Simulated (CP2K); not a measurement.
Consider cyclopentanone at its PBE geometry (Å).

```xyz
14

O     1.1043    2.2933   -0.4052
C     0.5808    1.2076   -0.2146
C     1.3187   -0.1226   -0.0411
C     0.2237   -1.1957   -0.1261
C    -1.0357   -0.4890    0.4267
C    -0.9235    0.9456   -0.1086
H     2.1359   -0.2157   -0.7668
H     1.7830   -0.1043    0.9596
H     0.4700   -2.1117    0.4251
H     0.0596   -1.4820   -1.1760
H    -1.0029   -0.4808    1.5270
H    -1.9657   -0.9916    0.1336
H    -1.3362    1.0265   -1.1283
H    -1.4119    1.7205    0.4945
```

Method: CP2K XAS_TDP, all-electron GAPW, PBEh(45%), aug-cc-pVDZ, TDA, GW2X-corrected core level, no relativity.

Where do the O K-edge lines lie, and how strong are they?

Leading lines: O1 531.52 eV. The leading line of an atom is its first one with 35 % of the strongest within 2.5 eV of its lowest line over the strength cut. Core ionisation energies at this level: O1 537.60 eV.

The first six lines of each atom with a strength over 0.0015:

| atom | energy (eV) | states | strength, one atom | above the computed threshold |
| --- | --- | --- | --- | --- |
| O1 (bonded to C) | 531.52 | 1 | 0.0424 |  |
|  | 538.84 | 2 | 0.0027 | yes |
|  | 539.46 | 2 | 0.0029 | yes |
|  | 540.31 | 1 | 0.0022 | yes |
|  | 541.06 | 1 | 0.0025 | yes |
|  | 541.55 | 1 | 0.0179 | yes |

Lines are vertical, at one geometry, with no vibrational structure. GW2X ionisation energies and lines can be off by 1 to 2 eV either way, and a good line position may hide errors that cancel. These values hold no scalar relativity, about 0.4 eV for O 1s. Rydberg lines, and the discretised continuum above threshold, depend on the basis and the box.

[Banner, clock and machine lines of the logs are left out without a mark of their own.]

[Logs are printed without paths, hosts, clocks, repeated set-up lines and the standing remarks that a program may print on its own settings, such as how far it seeks lower states.]

[Hosts, paths, dates, database ids (printed as entryN), source tags and the programs' standing remarks are cut or masked in the printed files.]
